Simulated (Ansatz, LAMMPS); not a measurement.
# Relaxing amorphous polyacrylonitrile (as short chains C14N4H18), from a frame at 440 K (108 atoms), part 3 of 3

Aim: bring amorphous polyacrylonitrile (as short chains C14N4H18), from a frame at 440 K (108 atoms) to a nearby minimum of the energy and see what moves.

Ansatz 0.2.0; Kohn-Sham DFT, RPBE+D3(BJ), PAW (set soft_2), plane waves.

The cell: 42 C, 12 N and 54 H. The network of contacts between molecules at the start is that of the classical potential that made the cell. The density was typed from a rule of thumb and may lie off the real one at this temperature. Sampling is at Γ alone, for a cell whose shortest periodic width is 11 Å.

So far. Step 4 (Relaxation): The relaxation changed the energy by -57.4 meV/atom, and atoms moved by 0.88 Å r.m.s., 1.8 Å at most.

### Step 6. Single point at the relaxed geometry

The electronic structure is read at the final geometry, in a run of its own.

Contents of input.yaml:

```yaml
crystal:
  lattice:
    - [10.57077, 0.0, 0.0]
    - [0.0, 10.57077, 0.0]
    - [0.0, 0.0, 10.57077]
  atoms:
    - { symbol: C, position: [0.30675, 0.03074, 0.89858] }
    - { symbol: C, position: [0.19471, 0.08432, 0.97186] }
    - { symbol: C, position: [0.17291, 0.01488, 0.09839] }
    - { symbol: C, position: [0.2844, 0.03003, 0.17898] }
    - { symbol: "N", position: [0.37457, 0.04375, 0.24089] }
    - { symbol: C, position: [0.05407, 0.05993, 0.17047] }
    - { symbol: C, position: [0.93314, 0.02581, 0.09632] }
    - { symbol: C, position: [0.82247, 0.09105, 0.14771] }
    - { symbol: "N", position: [0.73218, 0.13748, 0.19054] }
    - { symbol: C, position: [0.9036, 0.88219, 0.09341] }
    - { symbol: C, position: [0.8345, 0.84628, 0.96976] }
    - { symbol: C, position: [0.92824, 0.82258, 0.87054] }
    - { symbol: "N", position: [0.00528, 0.80147, 0.7946] }
    - { symbol: C, position: [0.74461, 0.73326, 0.98585] }
    - { symbol: C, position: [0.66671, 0.70714, 0.86384] }
    - { symbol: C, position: [0.53334, 0.6918, 0.89681] }
    - { symbol: "N", position: [0.42744, 0.68131, 0.92583] }
    - { symbol: C, position: [0.71484, 0.5932, 0.78699] }
    - { symbol: H, position: [0.29101, 0.93039, 0.877] }
    - { symbol: H, position: [0.31907, 0.08211, 0.80952] }
    - { symbol: H, position: [0.39486, 0.03765, 0.95328] }
    - { symbol: H, position: [0.20755, 0.18539, 0.99154] }
    - { symbol: H, position: [0.10927, 0.07517, 0.91381] }
    - { symbol: H, position: [0.16554, 0.91269, 0.08013] }
    - { symbol: H, position: [0.05136, 0.01499, 0.26371] }
    - { symbol: H, position: [0.05997, 0.16263, 0.18363] }
    - { symbol: H, position: [0.94273, 0.06034, 0.99883] }
    - { symbol: H, position: [0.99052, 0.82722, 0.10443] }
    - { symbol: H, position: [0.84335, 0.85761, 0.17413] }
    - { symbol: H, position: [0.77854, 0.92804, 0.9381] }
    - { symbol: H, position: [0.68106, 0.75759, 0.06415] }
    - { symbol: H, position: [0.79654, 0.64799, 0.01312] }
    - { symbol: H, position: [0.67071, 0.7917, 0.80329] }
    - { symbol: H, position: [0.8129, 0.61069, 0.75892] }
    - { symbol: H, position: [0.65844, 0.58076, 0.70101] }
    - { symbol: H, position: [0.71081, 0.50694, 0.84426] }
    - { symbol: C, position: [0.5241, 0.97334, 0.66565] }
    - { symbol: C, position: [0.4409, 0.99057, 0.54897] }
    - { symbol: C, position: [0.38192, 0.86585, 0.49979] }
    - { symbol: C, position: [0.48022, 0.76949, 0.48654] }
    - { symbol: "N", position: [0.55947, 0.69321, 0.47843] }
    - { symbol: C, position: [0.27181, 0.82013, 0.5839] }
    - { symbol: C, position: [0.19341, 0.70839, 0.53093] }
    - { symbol: C, position: [0.15417, 0.73889, 0.40169] }
    - { symbol: "N", position: [0.13019, 0.76654, 0.29779] }
    - { symbol: C, position: [0.25943, 0.57742, 0.52903] }
    - { symbol: C, position: [0.31831, 0.54157, 0.65762] }
    - { symbol: C, position: [0.39893, 0.42942, 0.64452] }
    - { symbol: "N", position: [0.46766, 0.34358, 0.63655] }
    - { symbol: C, position: [0.22374, 0.52722, 0.76775] }
    - { symbol: C, position: [0.10724, 0.44379, 0.74301] }
    - { symbol: C, position: [0.13986, 0.31792, 0.69474] }
    - { symbol: "N", position: [0.16081, 0.21676, 0.65614] }
    - { symbol: C, position: [0.02801, 0.43135, 0.86466] }
    - { symbol: H, position: [0.54972, 0.06528, 0.70582] }
    - { symbol: H, position: [0.6115, 0.9231, 0.6411] }
    - { symbol: H, position: [0.47557, 0.91968, 0.7398] }
    - { symbol: H, position: [0.49524, 0.03274, 0.47134] }
    - { symbol: H, position: [0.36238, 0.05547, 0.56881] }
    - { symbol: H, position: [0.34515, 0.88402, 0.40425] }
    - { symbol: H, position: [0.20769, 0.90079, 0.59567] }
    - { symbol: H, position: [0.30535, 0.79579, 0.67879] }
    - { symbol: H, position: [0.10683, 0.70238, 0.58797] }
    - { symbol: H, position: [0.33408, 0.57774, 0.45758] }
    - { symbol: H, position: [0.19044, 0.50585, 0.4996] }
    - { symbol: H, position: [0.38449, 0.61673, 0.68543] }
    - { symbol: H, position: [0.18837, 0.62141, 0.7927] }
    - { symbol: H, position: [0.27433, 0.49204, 0.85094] }
    - { symbol: H, position: [0.04898, 0.48868, 0.66932] }
    - { symbol: H, position: [0.94309, 0.37415, 0.84959] }
    - { symbol: H, position: [0.0836, 0.38829, 0.94074] }
    - { symbol: H, position: [0.99913, 0.52578, 0.8959] }
    - { symbol: C, position: [0.85227, 0.9516, 0.48293] }
    - { symbol: C, position: [0.88617, 0.09201, 0.48515] }
    - { symbol: C, position: [0.79415, 0.17134, 0.56603] }
    - { symbol: C, position: [0.80037, 0.13157, 0.6984] }
    - { symbol: "N", position: [0.81039, 0.10583, 0.80501] }
    - { symbol: C, position: [0.82465, 0.31409, 0.566] }
    [... 24 atom lines left out ...]
    - { symbol: H, position: [0.46223, 0.50336, 0.31431] }
    - { symbol: H, position: [0.50382, 0.55221, 0.16057] }
    - { symbol: H, position: [0.49257, 0.27068, 0.23179] }
    - { symbol: H, position: [0.47224, 0.4101, 0.97753] }
    - { symbol: H, position: [0.6013, 0.31394, 0.02911] }
    - { symbol: H, position: [0.45187, 0.24422, 0.99965] }
kpoints:
  mp_grid: { grid: [1, 1, 1] }
hamiltonian:
  xc: rpbe
  dispersion: d3bj
scf:
  occupations: { method: fixed }
output:
  forces: true
  stress: true
  populations: intrinsic
  dos:
    method: { smearing: { sigma: 0.15 } }
    de: 0.1
    projected: { site_lists: { C: [C], H: [H], "N": ["N"] } }
  eigenvalues: true
  write_density: true
  write_potential: true
  volumetric_format: npy
```

Launch:

```sh
> ansatz run input.yaml --threads 4 --pin off --max-ram 8192MiB --backend cpu --events-out ev --progress --plain --runs-dir out
```

Numbers of over 12 decimals in the logs are rounded to 6 here.

The program printed:

```text
[...]
Crystal: 108 atoms, lattice volume = 1181.190 Å³
Basis set: ecut = 420 eV, 23031 PW (Γ), exchange–correlation on 144×144×144 points (8 copies of the dense FFT grid, shifted against one another)
Bands: 249, of which v1, the nominal top of the filled ones, is band 141 counted from 1 (140 counted from 0)
Symmetry: 1 space group operations
[...]
k-points: 1
[...]
SCF iter   1: F=—  HF=-16105.328925 eV  |F-HF|=—  |Δ(HF+E_count)|=         —  Δρ=6.30e-3  dr2=5.67e-1  ethr=1.77e-3  ⟨swp⟩=5.0  Hψ=869  notcnv=0  defer=104
[...]
SCF iter  10: F=-16105.286908 eV  HF=-16105.286908 eV  |F-HF|=4.41e-8  |Δ(HF+E_count)|=   9.77e-8  Δρ=1.92e-6  dr2=4.96e-8  ethr=3.55e-11  ⟨swp⟩=20.0  Hψ=2444  notcnv=0
SCF 1 converged in 10 iterations: F = -16105.286908 eV  dr2 = 4.96e-8
[...]
WARN: The input density's exchange-correlation potential varies sharply where the density is thin. Do not read a vacuum level from v_tot or v_xc, or from such a field of the output density. On a cell that repeats whose density bears no net charge and no dipole along the vacuum's axis use v_es (v_loc + v_h of the components); [...]
SCF converged after 10 iterations
Free energy (F): -16105.286908 eV
[...]
Internal energy: -16105.286908 eV  (E = F + TS)
E sigma→0 (E₀):  -16105.286908 eV
Fermi energy:    -2.250518 eV
[...]
--- Forces (eV/Å), atoms counted from 1 ---
  atom   1  C      0.01984656     0.00619200    -0.00558482
  atom   2  C     -0.00266454     0.00393326    -0.00566618
  atom   3  C      0.00569683     0.00636919     0.01249093
  atom   4  C      0.00914327    -0.00623601     0.01075782
  atom   5  N     -0.02286976    -0.00152069    -0.01826675
  atom   6  C     -0.00392564    -0.00984655    -0.00651723
  atom   7  C     -0.01046856     0.01071166     0.01517861
  atom   8  C     -0.01036585     0.00619080    -0.00886868
  atom   9  N      0.02645644    -0.00971866    -0.00589615
  atom  10  C      0.00477963    -0.00892033     0.01271937
  atom  11  C     -0.00412981     0.00118257    -0.00069993
  atom  12  C     -0.01032369     0.01057865    -0.00064393
  atom  13  N      0.00925008    -0.00684706    -0.00390957
  atom  14  C      0.00862902     0.00285839     0.00455742
[...]
atom 107  H     -0.01583266     0.00576320    -0.00045585
  atom 108  H      0.00952590     0.01416312     0.00885422
  max |Σ_I F_I| component: 1.36e-4 eV/Å
--- Stress (GPa, compression-positive) ---
        0.048548       0.185358      -0.012454
        0.185358      -0.090517       0.005884
       -0.012454       0.005883      -0.070112
  P = ⅓ Tr σ = -0.0374 GPa (-0.374 kbar)
--- Band table (eV) ---
[...]
--- intrinsic populations: 108 sites ---
  site symbol       q [e]
     0      C      4.5079
     1      C      4.2957
     2      C      4.1731
[...]
107      H      0.8171
  spilling = 0.000000 (of n_electrons = 282.000000)
```

It took 11 s on 4 threads of Arm Neoverse V2, shared host; peak memory 1.2 GiB.

The program notes that the exchange-correlation potential is rough where the density is thin.

The run gave:

```yaml
free_energy: -16105.2869 eV
free_energy_per_atom: -149.1230 eV/atom
scf_cycles: 10
pressure: -0.03736 GPa
r_m_s_force_component: 0.01019 eV/Å
longest_force: 0.05312 eV/Å
fermi_energy: -2.251 eV
spacing_of_highest_filled_and_lowest_empty_level: 6.3 eV
```

Intrinsic-atomic-orbital charges by element and coordination:

```tsv
element	coordination	atoms	mean charge (e)	spread	least	most
C	all	42	-0.163	0.227	-0.511	0.175
C	2	12	0.158	0.0104	0.138	0.175
C	4	30	-0.291	0.120	-0.511	-0.167
H	all	54	0.188	0.0153	0.158	0.224
N	all	12	-0.275	0.0094	-0.292	-0.262
```

States in the cell by windows of 1 eV, zero at the Fermi level; the larger projections on atomic orbitals stand beside the total:

```tsv
from (eV)	to (eV)	total	C p	N p	H s	C s
-10	-9	10.6	3.5	0.0	2.3	4.5
-9	-8	12.0	5.1	0.0	2.3	4.2
-8	-7	6.1	2.5	0.0	1.5	2.0
-7	-6	5.9	4.0	0.0	1.0	0.6
-6	-5	16.0	11.1	0.2	2.9	1.3
-5	-4	14.0	10.5	0.3	2.1	0.8
-4	-3	24.3	17.1	0.9	4.4	1.2
-3	-2	32.0	18.6	3.6	7.5	1.0
-2	-1	53.2	22.9	16.6	7.9	0.5
-1	0	51.2	24.0	19.5	6.0	0.3
0	1	1.4	0.6	0.5	0.2	0.0
1	5	0.0	0.0	0.0	0.0	0.0
```

With fixed occupations the program's Fermi level is the highest filled level; weight inside the gap is the broadening of levels at its edges.

Between -16 and -10 eV lie 55 more states.

The levels nearest the highest filled one (over half full), pooled over k-points and spins:

```tsv
level less the highest filled one (eV)	occupation
-0.222	2
-0.192	2
-0.140	2
-0.0879	2
-0.07	2
0	2
6.30	0
6.36	0
6.45	0
6.50	0
6.61	0
6.62	0
```

Valence density in the ab plane at fractional z = 0.175, with atoms of C and N and H within 0.2 Å of it. It is the smooth field of the valence electrons, not physical close to the nuclei.

Values in e/Å³, 13 rows by 16 columns, each cell a mean:
```
0.2 0.2 0.2 0.3 0.5 0.4 0.2 0.0 0.0 0.0 0.0 0.0 0.1 0.2 0.3 0.2
0.1 0.0 0.1 0.0 0.0 0.0 0.0 0.0 0.0 0.0 0.0 0.0 0.1 1.0 0.7 0.2
0.1 0.1 0.1 0.0 0.0 0.0 0.0 0.0 0.0 0.0 0.0 0.0 0.1 0.3 0.2 0.1
0.0 0.0 0.0 0.0 0.0 0.0 0.0 0.0 0.0 0.0 0.0 0.0 0.0 0.0 0.0 0.0
0.0 0.0 0.0 0.0 0.0 0.0 0.0 0.0 0.1 0.0 0.0 0.0 0.0 0.0 0.0 0.0
0.0 0.0 0.0 0.0 0.0 0.0 0.0 0.5 0.9 0.2 0.1 0.1 0.1 0.0 0.0 0.0
0.0 0.0 0.0 0.1 0.1 0.1 0.1 0.6 1.2 0.4 0.4 1.0 1.1 0.4 0.1 0.0
0.0 0.0 0.5 1.5 1.3 0.9 0.7 1.1 0.9 0.2 0.3 1.0 1.4 0.6 0.1 0.0
0.0 0.1 0.8 2.5 2.2 1.6 1.4 1.6 0.9 0.1 0.0 0.1 0.2 0.1 0.0 0.0
0.0 0.0 0.1 0.3 0.3 0.3 0.2 0.5 0.3 0.1 0.0 0.1 0.1 0.0 0.0 0.0
0.5 0.7 0.1 0.0 0.0 0.0 0.0 0.0 0.0 0.0 0.3 1.6 1.4 0.4 0.1 0.1
1.3 1.4 0.3 0.2 0.5 0.6 0.3 0.1 0.0 0.0 0.4 2.1 2.8 1.5 0.5 0.3
1.3 1.3 0.7 1.0 1.7 1.8 0.8 0.1 0.0 0.0 0.0 0.2 0.5 0.7 0.5 0.6
```
Columns run along a (10.6 Å), rows up along b (10.6 Å). Atoms in or near the plane, at fractional coordinates: C at (0.28, 0.03), C at (0.05, 0.06), N at (0.73, 0.14), H at (0.06, 0.16), H at (0.84, 0.86), C at (0.75, 0.45), C at (0.46, 0.35), C at (0.32, 0.36), N at (0.21, 0.36), H at (0.50, 0.55).

Electrostatic potential energy in the ab plane at fractional z = 0.175, with atoms of C and N and H within 0.2 Å of it. With pseudopotentials it is smooth inside the atoms' cores, unlike the true potential.

Values in eV, 13 rows by 16 columns, each cell a mean:
```
  2   2   1   0  -8  -1   5   6   6   6   5   5   4   2   0   1
  4   5   5   5   5   5   6   6   6   5   5   4   2 -23  -6   1
  4   6   6   6   6   6   6   5   5   5   4   4   3  -2   2   3
  6   6   6   6   6   6   5   5   5   5   4   4   4   5   5   5
  6   6   6   6   6   6   5   4   4   4   4   4   5   5   5   6
  6   6   6   6   6   5   4  -5 -16   2   3   2   3   5   6   6
  6   6   6   6   5   4   3  -5 -18  -2  -1 -23 -26   1   5   6
  6   6   1 -21 -14 -21  -8 -21 -10   1   0 -26 -31  -1   5   6
  6   6  -4 -39 -33 -43 -22 -46 -17   3   4   3   3   5   6   6
  5   5   5   3   2   0   1  -3   0   4   5   5   5   6   5   5
 -8 -14   4   5   5   5   5   5   5   6   4 -21 -16   0   3   4
-24 -26   0   0  -9  -3   2   6   6   6   2 -31 -40 -41  -6   0
-30 -31  -5 -12 -49 -29  -4   5   6   6   6   4  -4 -14  -4  -4
```
Columns run along a (10.6 Å; values clipped at the 3rd and 97th percentile), rows up along b (10.6 Å). Atoms in or near the plane, at fractional coordinates: C at (0.28, 0.03), C at (0.05, 0.06), N at (0.73, 0.14), H at (0.06, 0.16), H at (0.84, 0.86), C at (0.75, 0.45), C at (0.46, 0.35), C at (0.32, 0.36), N at (0.21, 0.36), H at (0.50, 0.55).

Mean intrinsic-atomic-orbital charges: C -0.16, H +0.19, N -0.27 e.

The surroundings of H19, picked at random, nearest first, numbered as they follow in the input and with coordinates relative to it.

```tsv
atom	x	y	z	distance (Å)	bonds	intrinsic-atomic-orbital charge (e)
H19	0.00	0.00	0.00	0.00	1	0.17
C1	0.17	1.06	0.23	1.10	4	-0.51
H21	1.10	1.13	0.81	1.77	1	0.17
H20	0.30	1.60	-0.71	1.78	1	0.19
C2	-1.02	1.63	1.00	2.17	4	-0.30
H57	1.95	-0.11	-1.45	2.43	1	0.16
H23	-1.92	1.53	0.39	2.49	1	0.17
H24	-1.33	-0.19	2.15	2.53	1	0.20
H62	0.15	-1.42	-2.10	2.54	1	0.17
```

The column of bonds counts only the pairs H-C within 1.34 Å, C-C within 1.85 Å, C-N within 1.62 Å; other neighbours, such as metal atoms beside each other in a compound, aren't counted, and periodic images can show an atom twice.

### Step 7. Another setting: scf.convergence.dr2_threshold = 1e-05

Changed here: scf.convergence.dr2_threshold = 1e-05.

Contents of input.yaml:

```yaml
crystal:
  lattice:
    - [10.57077, 0.0, 0.0]
    - [0.0, 10.57077, 0.0]
    - [0.0, 0.0, 10.57077]
  atoms:
    [... the 108 atom lines of step 3 ...]
kpoints:
  mp_grid: { grid: [1, 1, 1] }
hamiltonian:
  xc: rpbe
  dispersion: d3bj
scf:
  occupations: { method: fixed }
  convergence: { dr2_threshold: 1.0e-05 }
output:
  forces: true
  stress: true
  populations: true
  dos:
    method: { smearing: { sigma: 0.1 } }
    de: 0.1
    projected: { site_lists: { C: [C], H: [H], "N": ["N"] } }
  eigenvalues: true
```

The program printed:

```text
Warning: scf.convergence.dr2_threshold = 1e-5 eV is looser than this run's default, which is 1e-7 eV or tighter. The error in the forces grows as the threshold's square root, so leave the key out unless less accurate forces are enough
Warning: output.stress: scf.convergence.dr2_threshold = 1e-5 eV is looser than the 1.08e-8 eV advised for a printed stress (1e-10 eV for each atom of the cell: 108). What an SCF threshold leaves in a stress goes as its square root, and in the free energy as the threshold itself, and one threshold admits the most on a small cell: [...]
[...]
Crystal: 108 atoms, lattice volume = 1181.190 Å³
Basis set: ecut = 420 eV, 23031 PW (Γ), exchange–correlation on 144×144×144 points (8 copies of the dense FFT grid, shifted against one another)
Bands: 249, of which v1, the nominal top of the filled ones, is band 141 counted from 1 (140 counted from 0)
Symmetry: 1 space group operations
[...]
k-points: 1
[...]
SCF iter   1: F=—  HF=-16099.186352 eV  |F-HF|=—  |Δ(HF+E_count)|=         —  Δρ=6.81e-3  dr2=7.63e-1  ethr=1.77e-3  ⟨swp⟩=5.0  Hψ=870  notcnv=0  defer=106
[...]
SCF iter   9: F=-16099.086697 eV  HF=-16099.086698 eV  |F-HF|=2.62e-7  |Δ(HF+E_count)|=   2.68e-6  Δρ=6.85e-6  dr2=4.88e-7  ethr=3.55e-9  ⟨swp⟩=6.0  Hψ=922  notcnv=0
SCF 1 converged in 9 iterations: F = -16099.086697 eV  dr2 = 4.88e-7
[...]
SCF converged after 9 iterations
Free energy (F): -16099.086697 eV
[...]
Internal energy: -16099.086697 eV  (E = F + TS)
E sigma→0 (E₀):  -16099.086697 eV
Fermi energy:    -2.042389 eV
[...]
--- Forces (eV/Å), atoms counted from 1 ---
  atom   1  C      1.44231249     0.24938043     0.15097958
  atom   2  C     -1.19242685     0.47428765    -2.69866685
  atom   3  C     -0.64449697    -0.24366532     3.11396431
  atom   4  C      0.34497381    -0.67171288     0.31101159
  atom   5  N     -0.58571709     0.19829102    -0.85780339
  atom   6  C      0.34408592     0.93214294     0.37393065
  atom   7  C      0.45676378    -1.17456002     0.87062045
  atom   8  C     -2.06930250     0.23820608     0.70599839
  atom   9  N      2.29850893    -0.71097286    -1.56996241
  atom  10  C     -1.57379040     2.52529656    -1.08246029
  atom  11  C      0.04805839    -0.20084271    -0.27655041
  atom  12  C     -1.65656007     1.60148368     1.33195834
  atom  13  N      1.24911859    -0.49636018    -1.23075425
  atom  14  C      1.58102539    -0.90867030    -0.85525153
[...]
atom 107  H     -1.11770559     1.76130431    -0.12244319
  atom 108  H     -1.07088965    -0.88189153     0.14484675
  max |Σ_I F_I| component: 2.80e-4 eV/Å
--- Stress (GPa, compression-positive) ---
        0.742860       0.313610       0.015634
        0.313609       1.469876      -0.779308
        0.015635      -0.779308       2.440751
  P = ⅓ Tr σ = 1.5512 GPa (15.512 kbar)
--- Band table (eV) ---
[...]
--- Löwdin populations: 108 sites ---
  site symbol       q [e]
     0      C      4.4361
     1      C      4.2417
     2      C      4.1115
[...]
107      H      0.7733
  spilling = 0.013101 (of n_electrons = 282.000000)
```

Wall time 11 s (4 threads); peak memory 1.2 GiB; 42 s of CPU time.

The program notes that the SCF threshold is loose for forces and the SCF threshold is loose for the stress.

Forces differ from those of the single point at the start by 0.033 meV/Å r.m.s., 0.0031 % of their size. It took 0.97 times the reference's time (shared host, so rough).

### Step 8. Summary of results

| Quantity | Value |
| --- | --- |
| energy change in the relaxation | -57.41 meV/atom |
| r.m.s. displacement | 0.875 Å |
| largest displacement | 1.813 Å |
| free energy per atom | -149.1230 eV/atom |
| pressure | -0.03736 GPa |
| r.m.s. force component | 0.01019 eV/Å |
| gap (highest filled to lowest empty level) | 6.3 eV |
| wall time of the 4 DFT runs | 2.3 min |

In words: Relaxation lowers the energy by 57.4 meV/atom and moves atoms by 0.88 Å r.m.s.; the r.m.s. force component goes from 1.1 to 0.010 eV/Å, the pressure goes from 1.6 to -0.037 GPa, and the gap from 5.93 to 6.30 eV. By the final cutoffs no bond was broken or made. From the first step to the last the energy fell by 6.200 eV, and the largest move was 1.81 Å (H104). The C-N bonds change most in mean length: from 1.159 Å (spread 0.016) to 1.165 Å (spread 0.001). With the cutoffs above, 71 % of C atoms have 4, all H atoms have 1 and all N atoms have 1 bonded neighbour. The highest filled and lowest empty levels differ by 6.30 eV (at Γ alone); a semilocal functional tends to put such gaps too low. In a disordered cell it changes from sample to sample, and tail or defect levels can set it.

Caveats: The network of contacts between molecules at the start is that of the classical potential that made the cell; in DFT atoms moved by 0.88 Å r.m.s.

[Logs are printed without paths, hosts, clocks, repeated set-up lines and the standing remarks that a program may print on its own settings, such as how far it seeks lower states.]

[Hosts, paths, dates, database ids (printed as entryN), source tags and the programs' standing remarks are cut or masked in the printed files.]
